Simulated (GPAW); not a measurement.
Consider CrB (Cmcm).

```xyz
4
Lattice="1.4845 -3.9290 0.0000 1.4845 3.9290 0.0000 0.0000 0.0000 2.9320" Properties=species:S:1:pos:R:3 pbc="T T T"
Cr    1.4845    2.7935    0.7330
Cr    1.4845   -2.7935    2.1990
B     1.4845    0.5108    0.7330
B     1.4845   -0.5108    2.1990
```

Absorber: atom 3, with 2 B at 1.79 Å, 4 Cr at 2.18 Å, 2 Cr at 2.22 Å and 1 Cr at 2.28 Å (9-fold, site symmetry m2m). Method: GPAW, LDA, excited-electron core hole (neutral cell), 28-atom cell with 6.6 Å between holes, 4×4×4 k points, dipole transitions, Gaussian full width 0.9 eV up to 4 eV, rising linearly to 3.5 eV at 25 eV.

Q: What does the B K edge look like?

Main maxima up to 24 eV above the zero (height): 3.3 eV (1.65) and 7.6 eV (1.57). A K edge sees empty p states on the absorber. The total-energy difference is 185.19 eV. The functional leaves an error in such absolute values: in the free atom LDA prices this hole 2.2 eV below PBE (computed apart), and PBE is itself good to a few eV.

The B K spectrum (energy from the lowest empty level; intensity scaled to a mean of 1 over the first 20 eV; polarised curves are means over the symmetry-equivalent atoms):

```tsv
E (eV)	isotropic	ε ∥ x	ε ∥ y	ε ∥ z
-2.0	0.00	0.00	0.00	0.00
-1.5	0.00	0.00	0.00	0.00
-1.0	0.00	0.00	0.00	0.00
-0.5	0.05	0.06	0.04	0.07
0.0	0.29	0.33	0.22	0.32
0.5	0.61	0.63	0.45	0.73
1.0	0.87	0.64	0.78	1.19
1.5	1.02	0.62	1.16	1.29
2.0	1.02	0.75	1.20	1.13
2.5	1.21	1.24	1.27	1.13
3.0	1.55	1.78	1.83	1.03
3.5	1.63	1.90	2.21	0.79
4.0	1.51	2.43	1.76	0.34
4.5	1.42	2.86	1.23	0.17
5.0	1.24	2.87	0.73	0.13
5.5	0.99	2.35	0.47	0.15
6.0	0.75	1.40	0.48	0.37
6.5	0.81	0.70	0.63	1.11
7.0	1.25	0.42	1.05	2.27
7.5	1.55	0.28	1.59	2.80
8.0	1.48	0.21	1.88	2.37
8.5	1.31	0.23	1.89	1.83
9.0	1.25	0.27	1.84	1.63
9.5	1.23	0.30	1.80	1.58
10.0	1.21	0.37	1.70	1.56
10.5	1.18	0.52	1.47	1.55
11.0	1.12	0.69	1.16	1.51
11.5	1.03	0.82	0.88	1.37
12.0	0.92	0.90	0.68	1.18
12.5	0.86	0.96	0.58	1.04
13.0	0.86	1.01	0.56	1.00
13.5	0.87	1.04	0.58	0.99
14.0	0.86	1.02	0.60	0.96
14.5	0.82	0.97	0.61	0.88
15.0	0.76	0.91	0.62	0.76
15.5	0.73	0.88	0.64	0.66
16.0	0.72	0.87	0.67	0.61
16.5	0.72	0.86	0.70	0.61
17.0	0.72	0.84	0.70	0.63
17.5	0.71	0.81	0.66	0.64
18.0	0.68	0.78	0.61	0.64
18.5	0.65	0.77	0.55	0.65
19.0	0.64	0.75	0.51	0.66
19.5	0.63	0.72	0.49	0.68
20.0	0.61	0.66	0.48	0.69
20.5	0.57	0.56	0.47	0.66
21.0	0.51	0.45	0.46	0.61
21.5	0.45	0.35	0.45	0.53
22.0	0.40	0.29	0.45	0.45
22.5	0.37	0.26	0.45	0.39
23.0	0.36	0.27	0.47	0.35
23.5	0.37	0.31	0.49	0.32
24.0	0.40	0.36	0.51	0.32
24.5	0.42	0.41	0.53	0.32
25.0	0.45	0.46	0.56	0.32
25.5	0.47	0.50	0.58	0.33
26.0	0.49	0.52	0.60	0.35
26.5	0.51	0.54	0.62	0.37
27.0	0.53	0.55	0.64	0.40
```

The hole lies in one spin channel, while the script sums the empty states of both and takes the lower zero; where the two channels are split, this blurs and shifts the curve. The starting moments shrank to 0.00 μB or less, so this is hardly a magnetic state. The mesh is coarse (0.27 Å⁻¹ between points), so small maxima may be mesh ripples. The structure is a published determination, not relaxed.

[Banner, clock and machine lines of the logs are left out without a mark of their own.]

[Logs are printed without paths, hosts, clocks, repeated set-up lines and the standing remarks that a program may print on its own settings, such as how far it seeks lower states.]

[Hosts, paths, dates, database ids (printed as entryN), source tags and the programs' standing remarks are cut or masked in the printed files.]

[Lists of maxima count a maximum above −3 eV only where it reaches 4 % of the highest in the window and stands out from its surroundings by 2 % of it (1.5 % where it reaches 55 %); shoulders and weaker maxima are passed over, and of the rest the first, up to two pre-edge ones and the few strongest are named.]
